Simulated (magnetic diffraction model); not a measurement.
## Magnetic neutron pattern of Nd₂ZnCo₂S₈

Space group P-1 (no. 2), a = 7.1310 Å, b = 7.2540 Å, c = 7.7670 Å, α = 62.63°, β = 87.38°, γ = 61.84°.

| site | atom | x | y | z |
| --- | --- | --- | --- | --- |
| 1a | Nd | 0 | 0 | 0 |
| 1h | Nd | 1/2 | 1/2 | 1/2 |
| 1f | Zn | 1/2 | 0 | 1/2 |
| 1b | Co | 0 | 0 | 1/2 |
| 1g | Co | 0 | 1/2 | 1/2 |
| 2i | S | 0.7456 | 0.0194 | 0.6982 |
| 2i | S | 0.1900 | 0.5710 | 0.6702 |
| 2i | S | 0.2001 | 0.0634 | 0.6762 |
| 2i | S | 0.2540 | 0.4720 | 0.2981 |

The compound is invented for this exercise: a known structure type with other elements, its cell scaled to their sizes and not relaxed.

Only Nd and Co are taken to order (form factors of Nd3+ and Co4+); orders and moment sizes are assumed, and not adapted to the symmetry. Radiation: neutrons of λ = 2.0775 Å, 2° to 35°; isotropic B of 0.51 Å² (Nd), 0.86 Å² (Zn), 0.66 Å² (Co) and 0.8 Å² (S). Simulated constant-wavelength pattern: nuclear and magnetic terms add, the magnetic one as |2.695 fm × Σ f S⊥ exp(2πi Q·r) exp(−B s²)|², summed over all Q at one angle with the factor 1/(sin²θ cos θ). For a modulated order the moment at position r is S exp(−2πi k·r) + c.c., with S = m/2 for a sine wave of amplitude m and S = m(u + iv)/2 for moments turning in a plane, u and v being orthogonal unit vectors in it; the phase factor of the sum at Q = H + k is then exp(2πi H·r). Free-ion form factors, Sears's scattering lengths of 1992, no absorption; a label names one of the reflections at its angle. The strongest nuclear line in the range is 100, and lines under 0.2 are left out.

Assume the order k = (0 0 1/3), a sine wave with moments along [001] (amplitudes given), 2.7 μB on Nd and 4.7 μB on Co; signs + at (0, 0, 0), − at (1/2, 1/2, 1/2), + at (0, 0, 1/2), + at (0, 1/2, 1/2).

Q: Where does magnetic intensity appear, and how strong is it?

```tsv
2θ (°)	index	nuclear	magnetic
5.90	(0 0 1/3)	0.0	94.0
11.81	(0 0 2/3)	0.0	4.0
17.76	(0 0 1)	100.0	0.0
19.09	(1 0 -1/3)	0.0	79.3
19.31	(0 1 1/3)	0.0	10.7
19.50	(1 0 0)	1.8	0.0
19.99	(0 1 1)	17.9	0.0
20.13	(1 1 2/3)	0.0	7.8
20.45	(1 1 0)	17.4	0.0
20.49	(1 0 -2/3)	0.0	21.8
21.58	(0 1 0)	6.1	0.0
21.61	(1 0 1/3)	0.0	62.1
22.48	(1 1 1)	5.7	0.0
23.38	(1 0 -1)	38.1	0.0
23.75	(0 0 4/3)	0.0	0.8
25.01	(1 0 2/3)	0.0	15.6
25.12	(0 1 -1/3)	0.0	6.5
26.04	(1 1 4/3)	0.0	2.3
26.70	(0 1 5/3)	0.0	0.4
26.78	(1 1 -2/3)	0.0	5.0
27.32	(1 0 -4/3)	0.0	6.6
29.29	(1 0 1)	17.0	0.0
29.81	(0 0 5/3)	0.0	3.1
31.27	(1 1 -1)	2.8	0.0
31.31	(0 1 2)	3.0	0.0
31.96	(1 0 -5/3)	0.0	9.7
32.77	(-1 1 1)	2.4	0.0
32.81	(-1 1 2/3)	0.0	3.5
33.32	(1 2 1)	20.2	0.0
33.76	(1 2 2/3)	0.0	8.5
33.84	(-1 1 4/3)	0.0	2.3
33.96	(2 1 0)	2.3	0.0
33.97	(1 2 4/3)	0.0	5.8
34.10	(2 1 1/3)	0.0	3.5
34.16	(1 0 4/3)	0.0	5.8
34.44	(0 1 -1)	7.6	0.0
34.89	(2 1 -1/3)	0.0	3.3
```

The strongest magnetic line in the range is (0 0 1/3) at 5.90° (94.0). On top of the Lorentz factor, which all lines share, magnetic lines fade with angle because f falls: for Nd3+ it is 0.98, 0.90, 0.79 and 0.54 at sin θ/λ = 0.1, 0.2, 0.3 and 0.5 Å⁻¹, while nuclear lengths stay constant. The order has no net moment.

[Logs are printed without paths, hosts, clocks, repeated set-up lines and the standing remarks that a program may print on its own settings, such as how far it seeks lower states.]
